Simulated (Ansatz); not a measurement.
# GaAs wire along [110], 8 atoms a period, H-terminated: bands by functional and under strain

What gap, if any, does the GaAs wire along [110], 8 atoms a period, H-terminated have, and how does it change with the functional and under strain?

Main program and level: Ansatz 0.2.0; DFT PBE, plane waves, PAW; relaxation of a wire's period, in the first sound run; inputs show where later runs differ.

### Step 1. The structure

The cell holds 16 atoms: 8 H, 4 Ga and 4 As. Cell: a = 15.795 Å, b = 13.446 Å, c = 4.066 Å, α = 90.0°, β = 90.0°, γ = 90.0°. Vacuum lies along a and b. The structure's axis is c.

### Step 2. Relaxing the period

Band widths follow the bond lengths, so the wire is relaxed first. The atoms and the third cell vector are free; the box across stays fixed as vacuum. A Fermi-Dirac smearing is set since the result may be a metal. The pressure printed is a third of the stress's trace over the whole box, vacuum included; only the stress along the axis is relaxed.

input.yaml

```yaml
crystal:
  lattice:
    - [15.795, 0.0, 0.0]
    - [0.0, 13.446, 0.0]
    - [0.0, 0.0, 4.0658639918]
  atoms:
    - { symbol: H, position: [0.397277619, 0.252863305, 0.0] }
    - { symbol: Ga, position: [0.455030923, 0.348807422, 0.0] }
    - { symbol: H, position: [0.215257993, 0.595943864, 0.5] }
    - { symbol: H, position: [0.215257993, 0.40405563, 0.5] }
    - { symbol: Ga, position: [0.273011296, 0.499999747, 0.5] }
    - { symbol: As, position: [0.546040736, 0.651192071, 0.5] }
    - { symbol: As, position: [0.546040736, 0.348807422, 0.5] }
    - { symbol: H, position: [0.602697458, 0.745314465, 0.5] }
    - { symbol: H, position: [0.602697458, 0.254685029, 0.5] }
    - { symbol: Ga, position: [0.637050549, 0.499999747, 0.5] }
    - { symbol: As, position: [0.36402111, 0.499999747, 0.0] }
    - { symbol: H, position: [0.397277619, 0.747136188, 0.0] }
    - { symbol: Ga, position: [0.455030923, 0.651192071, 0.0] }
    - { symbol: As, position: [0.728060362, 0.499999747, 0.0] }
    - { symbol: H, position: [0.784717084, 0.59412214, 0.0] }
    - { symbol: H, position: [0.784717084, 0.405877353, 0.0] }
kpoints:
  mp_grid: { grid: [1, 1, 20] }
scf:
  occupations: { method: fermi_dirac, width: 0.05 }
hamiltonian:
  xc: pbe
relax:
  cell: { fix: [a, b, alpha, beta, gamma] }
  max_steps: 60
```

The run is started by

```bash
$ ansatz run input.yaml --threads 4 --pin off --max-ram 16384MiB --backend cpu --events-out ev --progress --plain --runs-dir out
```

Numbers of over 12 decimals in the logs are rounded to 6 here.

The program printed:

```text
Engine: ansatz 0.2.0, aarch64-unknown-linux-gnu
Pseudopotentials: kind: paw
Pseudopotential: H, paw, valence charge 1, recommended cutoff 420 eV (normal), H.paw.azcp
Pseudopotential: Ga, paw, valence charge 13, recommended cutoff 420 eV (normal), Ga.paw.azcp
Pseudopotential: As, paw, valence charge 15, recommended cutoff 420 eV (normal), As.paw.azcp
Functional definition: PBE
  parameter kappa = 0.804
  parameter beta = 0.066725
  exchange = pbe_x(kappa = kappa, mu = beta*pi^2/3)
  correlation = pbe_c(beta = beta)
Crystal: 16 atoms, lattice volume = 863.506 Å³
Basis set: ecut = 420 eV, 16909 PW (Γ), exchange–correlation on 216×180×60 points (8 copies of the dense FFT grid, shifted against one another)
Bands: 76, of which v1, the nominal top of the filled ones, is band 60 counted from 1 (59 counted from 0)
Symmetry: 4 space group operations
Space group: Pmm2 (ITA 25), of the structure as read, at distance tolerance 9.5e-5 Å
k-points: 11 of 20
Non-local potential: H, projectors of the file, l = 0: 2, l = 1: 1
Non-local potential: Ga, projectors of the file, l = 0: 2, l = 1: 2, l = 2: 3, l = 3: 1
Non-local potential: As, projectors of the file, l = 0: 2, l = 1: 2, l = 2: 3, l = 3: 1
PAW form: soft (Blöchl's): semilocal exchange-correlation on the pseudo side does not see the compensation charge
PAW one-centre angular grid: H, 110 points (default); XC on 64 Gauss nodes
PAW one-centre angular grid: Ga, 590 points (default); XC on 64 Gauss nodes
PAW one-centre angular grid: As, 590 points (default); XC on 64 Gauss nodes
Initial density: superposition of atomic densities (neutral atoms: chi_scale 0, normalization atom), corrected by the library's trained network
Initial wavefunctions: pseudopotential atomic-orbital guess
Functional: x = pbe(κ = 0.804, μ = 0.219515), c = pbe(β = 0.066725)
SCF iter   1: F=—  HF=-34683.185145 eV  |F-HF|=—  |Δ(HF+E_count)|=         —  Δρ=2.89e-3  dr2=7.84e-1  ethr=1.77e-3  ⟨swp⟩=7.0  Hψ=3488  notcnv=0  defer=6
preconditioner: auto → Resta (q_TF=auto, 1.964 Å⁻¹)  ε∞=1.7  [insulator: Δε(μ)=2.215 eV  Ē_g=13.743 eV  σ=0.050 eV  W_gap=1.00  n_scr=110 (ndim 8)  ℏωp=11.3 eV  f_vac=0.666  D(μ)=0.00/eV (n_scr^D=0)  ε∞_Penn≈1.7  vacuum switching on, ρ_ref=1.4e-2 e/Å³]
SCF iter   2: F=—  HF=-34682.981279 eV  |F-HF|=—  |Δ(HF+E_count)|=   2.04e-1  Δρ=2.26e-3  dr2=1.57e-1  ethr=6.53e-4  ⟨swp⟩=3.0  Hψ=1150  notcnv=0  defer=117
SCF iter   3: F=—  HF=-34682.952081 eV  |F-HF|=—  |Δ(HF+E_count)|=   2.92e-2  Δρ=7.78e-4  dr2=1.08e-2  ethr=1.31e-4  ⟨swp⟩=3.5  Hψ=1243  notcnv=0  defer=87
SCF iter   4: F=—  HF=-34682.952205 eV  |F-HF|=—  |Δ(HF+E_count)|=   1.25e-4  Δρ=3.08e-4  dr2=1.20e-3  ethr=9.00e-6  ⟨swp⟩=2.0  Hψ=1044  notcnv=0  defer=87
SCF iter   5: F=—  HF=-34682.952450 eV  |F-HF|=—  |Δ(HF+E_count)|=   2.44e-4  Δρ=1.07e-4  dr2=1.40e-4  ethr=1.00e-6  ⟨swp⟩=2.0  Hψ=1188  notcnv=0  defer=87
SCF iter   6: F=—  HF=-34682.952441 eV  |F-HF|=—  |Δ(HF+E_count)|=   8.39e-6  Δρ=3.38e-5  dr2=1.16e-5  ethr=1.17e-7  ⟨swp⟩=2.0  Hψ=1189  notcnv=0  defer=87
SCF iter   7: F=—  HF=-34682.952537 eV  |F-HF|=—  |Δ(HF+E_count)|=   9.61e-5  Δρ=1.20e-5  dr2=1.81e-6  ethr=9.68e-9  ⟨swp⟩=3.0  Hψ=1457  notcnv=0  defer=87
SCF iter   8: F=—  HF=-34682.952538 eV  |F-HF|=—  |Δ(HF+E_count)|=   9.86e-7  Δρ=4.95e-6  dr2=2.36e-7  ethr=1.51e-9  ⟨swp⟩=2.0  Hψ=1189  notcnv=0  defer=87
SCF iter   9: F=-34682.952539 eV  HF=-34682.952539 eV  |F-HF|=1.47e-8  |Δ(HF+E_count)|=   2.45e-7  Δρ=1.30e-6  dr2=1.56e-8  ethr=8.33e-11  ⟨swp⟩=4.0  Hψ=2640  notcnv=0
SCF 1 converged in 9 iterations: F = -34682.952539 eV  dr2 = 1.56e-8
  greatest PAW one-centre occupation: 0.999 electrons in one spin orbital (limit 2), on the As atom at site 13 (counted from 0), in its partial waves of l = 2
relax step   1: F+E_penalty+E_count = -34682.95253874 eV  Δ(F+E_penalty+E_count) = +0.000e0 eV  max|allowed force component| = 9.092e-1 eV/Å  Δτ_max = 0.0000 Å  P = -0.262 GPa  Ω = 863.506 Å³  fix = [a, b, alpha, beta, gamma]  reactions: a -0.401, b -0.863 GPa  (9 SCF iters, dr2 threshold 1.00e-7 eV, accepted)
Crystal: 16 atoms, lattice volume = 869.651 Å³
Basis set: ecut = 420 eV, 17025 PW (Γ), exchange–correlation on 216×180×60 points (8 copies of the dense FFT grid, shifted against one another)
Initial density: handed on by an earlier stage of this run
Initial wavefunctions: those handed on with the density
iter 1 solved again at ethr=3.86e-4 eV; its pass at ethr=3.10e-3 eV (dr2=4.63e-1 eV) is discarded
SCF iter   1: F=—  HF=-34683.324550 eV  |F-HF|=—  |Δ(HF+E_count)|=         —  Δρ=8.39e-3  dr2=4.72e-1  ethr=3.86e-4  ⟨swp⟩=2.7  Hψ=3754  notcnv=0
preconditioner: auto → Resta (q_TF=auto, 1.961 Å⁻¹)  ε∞=1.7  [insulator: Δε(μ)=1.085 eV  Ē_g=13.603 eV  σ=0.050 eV  W_gap=1.00  n_scr=110 (ndim 8)  ℏωp=11.3 eV  f_vac=0.672  D(μ)=0.00/eV (n_scr^D=0)  ε∞_Penn≈1.7  vacuum switching on, ρ_ref=1.3e-2 e/Å³]
SCF iter   2: F=—  HF=-34683.234734 eV  |F-HF|=—  |Δ(HF+E_count)|=   8.98e-2  Δρ=4.16e-3  dr2=8.70e-2  ethr=3.86e-4  ⟨swp⟩=4.1  Hψ=1392  notcnv=0
SCF iter   3: F=—  HF=-34683.234164 eV  |F-HF|=—  |Δ(HF+E_count)|=   5.70e-4  Δρ=1.15e-3  dr2=3.38e-2  ethr=7.25e-5  ⟨swp⟩=3.0  Hψ=1254  notcnv=0  defer=107
SCF iter   4: F=—  HF=-34683.227583 eV  |F-HF|=—  |Δ(HF+E_count)|=   6.58e-3  Δρ=3.66e-4  dr2=1.13e-3  ethr=2.82e-5  ⟨swp⟩=2.2  Hψ=945  notcnv=0  defer=107
SCF iter   5: F=—  HF=-34683.227783 eV  |F-HF|=—  |Δ(HF+E_count)|=   2.00e-4  Δρ=9.51e-5  dr2=1.13e-4  ethr=9.40e-7  ⟨swp⟩=2.0  Hψ=1276  notcnv=0  defer=107
SCF iter   6: F=—  HF=-34683.227778 eV  |F-HF|=—  |Δ(HF+E_count)|=   4.37e-6  Δρ=3.37e-5  dr2=1.27e-5  ethr=9.45e-8  ⟨swp⟩=2.0  Hψ=1224  notcnv=0  defer=107
SCF iter   7: F=-34683.227782 eV  HF=-34683.227782 eV  |F-HF|=1.36e-8  |Δ(HF+E_count)|=   3.51e-6  Δρ=1.05e-5  dr2=1.30e-6  ethr=1.33e-9  ⟨swp⟩=4.6  Hψ=2664  notcnv=0
SCF 2 converged in 7 iterations: F = -34683.227782 eV  dr2 = 1.30e-6
relax step   2: F+E_penalty+E_count = -34683.22778168 eV  Δ(F+E_penalty+E_count) = -2.752e-1 eV  max|allowed force component| = 6.448e-1 eV/Å  Δτ_max = 0.1945 Å  P = -0.101 GPa  Ω = 869.651 Å³  energy of the carried Pulay correction = -9.419e-4 eV  fix = [a, b, alpha, beta, gamma]  reactions: a -0.279, b -0.325 GPa  (7 SCF iters, dr2 threshold 1.60e-6 eV, accepted)
Crystal: 16 atoms, lattice volume = 874.987 Å³
Basis set: ecut = 420 eV, 17077 PW (Γ), exchange–correlation on 216×180×60 points (8 copies of the dense FFT grid, shifted against one another)
iter 1 solved again at ethr=5.09e-5 eV; its pass at ethr=3.10e-3 eV (dr2=6.10e-2 eV) is discarded
SCF iter   1: F=—  HF=-34683.316964 eV  |F-HF|=—  |Δ(HF+E_count)|=         —  Δρ=3.32e-3  dr2=6.41e-2  ethr=5.09e-5  ⟨swp⟩=2.3  Hψ=3287  notcnv=0
preconditioner: auto → Resta (q_TF=auto, 1.959 Å⁻¹)  ε∞=1.7  [insulator: Δε(μ)=1.207 eV  Ē_g=13.685 eV  σ=0.050 eV  W_gap=1.00  n_scr=118 (ndim 8)  ℏωp=11.2 eV  f_vac=0.672  D(μ)=0.00/eV (n_scr^D=0)  ε∞_Penn≈1.7  vacuum switching on, ρ_ref=1.4e-2 e/Å³]
SCF iter   2: F=—  HF=-34683.305643 eV  |F-HF|=—  |Δ(HF+E_count)|=   1.13e-2  Δρ=1.58e-3  dr2=1.18e-2  ethr=5.09e-5  ⟨swp⟩=3.2  Hψ=1236  notcnv=0
SCF iter   3: F=—  HF=-34683.305449 eV  |F-HF|=—  |Δ(HF+E_count)|=   1.94e-4  Δρ=4.72e-4  dr2=4.52e-3  ethr=9.87e-6  ⟨swp⟩=2.2  Hψ=1297  notcnv=0
SCF iter   4: F=—  HF=-34683.304489 eV  |F-HF|=—  |Δ(HF+E_count)|=   9.61e-4  Δρ=1.10e-4  dr2=1.16e-4  ethr=3.76e-6  ⟨swp⟩=2.6  Hψ=1252  notcnv=0
SCF iter   5: F=—  HF=-34683.304590 eV  |F-HF|=—  |Δ(HF+E_count)|=   1.01e-4  Δρ=3.24e-5  dr2=1.11e-5  ethr=9.70e-8  ⟨swp⟩=2.0  Hψ=1306  notcnv=0  defer=1
SCF iter   6: F=-34683.304590 eV  HF=-34683.304591 eV  |F-HF|=6.98e-7  |Δ(HF+E_count)|=   1.11e-6  Δρ=9.69e-6  dr2=1.21e-6  ethr=1.33e-9  ⟨swp⟩=5.0  Hψ=3047  notcnv=0
SCF 3 converged in 6 iterations: F = -34683.304590 eV  dr2 = 1.21e-6
relax step   3: F+E_penalty+E_count = -34683.30459028 eV  Δ(F+E_penalty+E_count) = -7.681e-2 eV  max|allowed force component| = 1.495e-1 eV/Å  Δτ_max = 0.0878 Å  P = -0.022 GPa  Ω = 874.987 Å³  energy of the carried Pulay correction = -1.755e-3 eV  fix = [a, b, alpha, beta, gamma]  reactions: a -0.090, b -0.098 GPa  (6 SCF iters, dr2 threshold 1.60e-6 eV, accepted)
[...]
relax step   4: F+E_penalty+E_count = -34683.30865326 eV  Δ(F+E_penalty+E_count) = -4.063e-3 eV  max|allowed force component| = 1.738e-2 eV/Å  Δτ_max = 0.0228 Å  P = +0.006 GPa  Ω = 878.393 Å³  energy of the carried Pulay correction = -2.271e-3 eV  fix = [a, b, alpha, beta, gamma]  reactions: a -0.033, b +0.014 GPa  (5 SCF iters, dr2 threshold 1.40e-6 eV, accepted)
[...]
relax step   5: F+E_penalty+E_count = -34683.30878929 eV  Δ(F+E_penalty+E_count) = -1.360e-4 eV  max|allowed force component| = 8.128e-3 eV/Å  Δτ_max = 0.0128 Å  P = -0.004 GPa  Ω = 880.200 Å³  energy of the carried Pulay correction = -2.544e-3 eV  fix = [a, b, alpha, beta, gamma]  reactions: a -0.028, b +0.007 GPa  (6 SCF iters, dr2 threshold 1.89e-8 eV, accepted)
Initial wavefunctions: pseudopotential atomic-orbital guess (no wavefunctions were taken with the density)
iter 1 solved again at ethr=5.32e-7 eV; its pass at ethr=3.10e-3 eV (dr2=6.39e-4 eV) is discarded
SCF iter   1: F=—  HF=-34683.296516 eV  |F-HF|=—  |Δ(HF+E_count)|=         —  Δρ=1.57e-4  dr2=5.56e-6  ethr=5.32e-7  ⟨swp⟩=3.3  Hψ=5666  notcnv=0
preconditioner: auto → Resta (q_TF=auto, 1.957 Å⁻¹)  ε∞=1.7  [insulator: Δε(μ)=1.359 eV  Ē_g=13.668 eV  σ=0.050 eV  W_gap=1.00  n_scr=118 (ndim 8)  ℏωp=11.2 eV  f_vac=0.673  D(μ)=0.00/eV (n_scr^D=0)  ε∞_Penn≈1.7  vacuum switching on, ρ_ref=1.4e-2 e/Å³]
SCF iter   2: F=—  HF=-34683.306543 eV  |F-HF|=—  |Δ(HF+E_count)|=   1.00e-2  Δρ=7.90e-5  dr2=1.80e-6  ethr=4.63e-9  ⟨swp⟩=3.5  Hψ=1643  notcnv=0
SCF iter   3: F=—  HF=-34683.311210 eV  |F-HF|=—  |Δ(HF+E_count)|=   4.67e-3  Δρ=1.87e-5  dr2=6.28e-7  ethr=1.50e-9  ⟨swp⟩=3.0  Hψ=1542  notcnv=0
SCF iter   4: F=—  HF=-34683.311655 eV  |F-HF|=—  |Δ(HF+E_count)|=   4.45e-4  Δρ=2.57e-6  dr2=3.35e-8  ethr=5.23e-10  ⟨swp⟩=2.5  Hψ=1375  notcnv=0
SCF iter   5: F=—  HF=-34683.311666 eV  |F-HF|=—  |Δ(HF+E_count)|=   1.05e-5  Δρ=9.01e-7  dr2=7.11e-9  ethr=2.79e-11  ⟨swp⟩=2.1  Hψ=1062  notcnv=0
SCF iter   6: F=—  HF=-34683.311668 eV  |F-HF|=—  |Δ(HF+E_count)|=   2.16e-6  Δρ=2.81e-7  dr2=2.11e-9  ethr=5.92e-12  ⟨swp⟩=2.3  Hψ=1509  notcnv=0
SCF iter   7: F=-34683.311668 eV  HF=-34683.311668 eV  |F-HF|=1.62e-9  |Δ(HF+E_count)|=   1.29e-7  Δρ=7.37e-8  dr2=8.71e-11  ethr=1.00e-12  ⟨swp⟩=3.5  Hψ=3222  notcnv=0
SCF 6 converged in 7 iterations: F = -34683.311668 eV  dr2 = 8.71e-11
relax step   6: F+E_penalty+E_count = -34683.31166811 eV  Δ(F+E_penalty+E_count) = -2.879e-3 eV  max|allowed force component| = 8.193e-3 eV/Å  Δτ_max = 0.0000 Å  P = -0.001 GPa  Ω = 880.200 Å³  fix = [a, b, alpha, beta, gamma]  reactions: a -0.026, b +0.007 GPa  stress off target by 1.50e-2 GPa on what of the cell is left free  SCF on the basis re-selected at this cell (its energy is not comparable with the rows above)  (7 SCF iters)
basis re-selected at this cell: Δ(F+E_penalty+E_count) = -2.879e-3 eV, ΔP = +0.002 GPa vs the last step (what re-selecting the basis moved, of the pressure what is left beyond the Pulay correction that the steps carried, after the strain that the cell walked since its last selection, with what the two solves' SCF thresholds leave and, on support functions, any second-order correction that the steps lacked; it is no m [...]
SCF converged after 7 iterations
Free energy (F): -34683.311668 eV
Harris-Foulkes:  -34683.311668 eV  (|F-HF|=1.62e-9)
Internal energy: -34683.311668 eV  (E = F + TS)
E sigma→0 (E₀):  -34683.311668 eV
Entropy (-TS):   -0.000000 eV (-0.000 meV/atom)
Fermi energy:    -1.453877 eV
--- Per-component energies (eV) ---
  E_band       = -2424.917829
  E_kinetic    = 975.261963
  E_local      = -56053.037449  (includes V_loc(G=0)·N_el)
  E_nonlocal   = -971.533446
  E_hartree    = 27490.400068
  E_xc         = -659.472694
  E_vxc        = -633.977789  (∫ρ·V_xc dr)
  E_paw        = -15300.707968  (= ΣΔE_a)
  E_vpaw       = -722.421916  (= ΣTr[D̂ρ^β])
  E_aug_tail   = -0.009742  (compensation charges beyond the density's cutoff)
  E_ewald      = 9835.787601
  E_smearing   = -0.000000  (= −TS)
  E_closure    = 0.000000  (closes the sum)
  Σ components = -34683.311668   (vs F -34683.311668, Δ=0.00e0)
--- Forces (eV/Å), atoms counted from 1 ---
  atom   1  H     -0.00027899     0.00090323     0.00000000
  atom   2  Ga    -0.00819272     0.00190467     0.00000000
  atom   3  H     -0.00118304     0.00070401     0.00000000
  atom   4  H     -0.00118304    -0.00070401     0.00000000
  atom   5  Ga    -0.00402466     0.00000000     0.00000000
  atom   6  As     0.00588959    -0.00082714     0.00000000
  atom   7  As     0.00588959     0.00082714     0.00000000
  atom   8  H      0.00110771    -0.00054907     0.00000000
  atom   9  H      0.00110771     0.00054907     0.00000000
  atom  10  Ga    -0.00185663     0.00000000     0.00000000
  atom  11  As     0.00493826    -0.00000000     0.00000000
  atom  12  H     -0.00027899    -0.00090323     0.00000000
  atom  13  Ga    -0.00819272    -0.00190467     0.00000000
  atom  14  As     0.00626910    -0.00000000     0.00000000
  atom  15  H     -0.00000377     0.00158606     0.00000000
  atom  16  H     -0.00000377    -0.00158606     0.00000000
  max |Σ_I F_I| component: 3.65e-6 eV/Å
--- Stress (GPa, compression-positive) ---
       -0.026049       0.000000      -0.000000
        0.000000       0.007193      -0.000000
       -0.000000      -0.000000       0.015049
  P = ⅓ Tr σ = -0.0013 GPa (-0.013 kbar)
--- Relaxed structure (5 steps of the walk, 5 accepted, 1 SCFs on fresh bases) ---
  F+E_penalty+E_count = -34683.31166811 eV   max|allowed force component| = 8.193e-3 eV/Å   (the final SCF, on the basis selected at the relaxed cell)
  cell:  # Å, volume = 880.1998 Å³
    - [15.795, 0.0, 0.0]
    - [0.0, 13.446, 0.0]
    - [0.0, 0.0, 4.144466]
  atoms:
    - { symbol: H, position: [0.405020, 0.245034, 0.0] }
    - { symbol: Ga, position: [0.449009, 0.349269, 0.0] }
    - { symbol: H, position: [0.224921, 0.603004, 0.5] }
    - { symbol: H, position: [0.224921, 0.396996, 0.5] }
    - { symbol: Ga, position: [0.271210, 0.500000, 0.5] }
    - { symbol: As, position: [0.541071, 0.645913, 0.5] }
    - { symbol: As, position: [0.541071, 0.354087, 0.5] }
    - { symbol: H, position: [0.603408, 0.732729, 0.5] }
    - { symbol: H, position: [0.603408, 0.267271, 0.5] }
    - { symbol: Ga, position: [0.631350, 0.500000, 0.5] }
    - { symbol: As, position: [0.364117, 0.500000, 0.0] }
    - { symbol: H, position: [0.405020, 0.754966, 0.0] }
    - { symbol: Ga, position: [0.449009, 0.650731, 0.0] }
    - { symbol: As, position: [0.721378, 0.500000, 0.0] }
    - { symbol: H, position: [0.784636, 0.585138, 0.0] }
    - { symbol: H, position: [0.784636, 0.414862, 0.0] }
```

Run time: 2.8 min. Hardware: 4 threads of Arm Neoverse N1, shared host; peak memory 1.9 GiB; 11 min of CPU time.

Relaxation path:

| step | energy less that of the first step (eV) | largest force component (eV/Å) | pressure (GPa) | volume (Å³) |
| --- | --- | --- | --- | --- |
| 1 | 0.0000 | 0.9092 | -0.26 | 863.51 |
| 2 | -0.2752 | 0.6448 | -0.10 | 869.65 |
| 3 | -0.3521 | 0.1495 | -0.02 | 874.99 |
| 4 | -0.3561 | 0.0174 | 0.01 | 878.39 |
| 5 | -0.3563 | 0.0081 | 0.00 | 880.20 |
| 6* | -0.3591 | 0.0082 | 0.00 | 880.20 |

Relaxation steps marked * repeat the geometry before them on a plane-wave basis chosen anew for their cell, so energy and pressure can jump there.

Forces are held to the 4 operations that the run works with; a distortion that breaks them can't arise in this run.

```csv
cell as run,before,after,change
c (Å),4.066,4.144,+1.9 %
```

The atoms that moved most (Å, along periodic axes as changes of fractional coordinates times the final cell, across vacuum about the mean position):

```csv
atom,dx,dy,dz,length
H4,0.153,-0.095,0.000,0.180
H3,0.153,0.095,0.000,0.180
H8,0.011,-0.169,0.000,0.170
H9,0.011,0.169,0.000,0.170
H12,0.122,0.105,0.000,0.161
H1,0.122,-0.105,0.000,0.161
H16,-0.001,0.121,0.000,0.121
H15,-0.001,-0.121,0.000,0.121
```

Numbers from this step:

* cell length along the wire: 4.144 Å

The cell's length comes to 4.144 Å with spin left out.

(Continued in part 2 of 4.)

[Logs are printed without paths, hosts, clocks, repeated set-up lines and the standing remarks that a program may print on its own settings, such as how far it seeks lower states.]

[Hosts, paths, dates, database ids (printed as entryN), source tags and the programs' standing remarks are cut or masked in the printed files.]
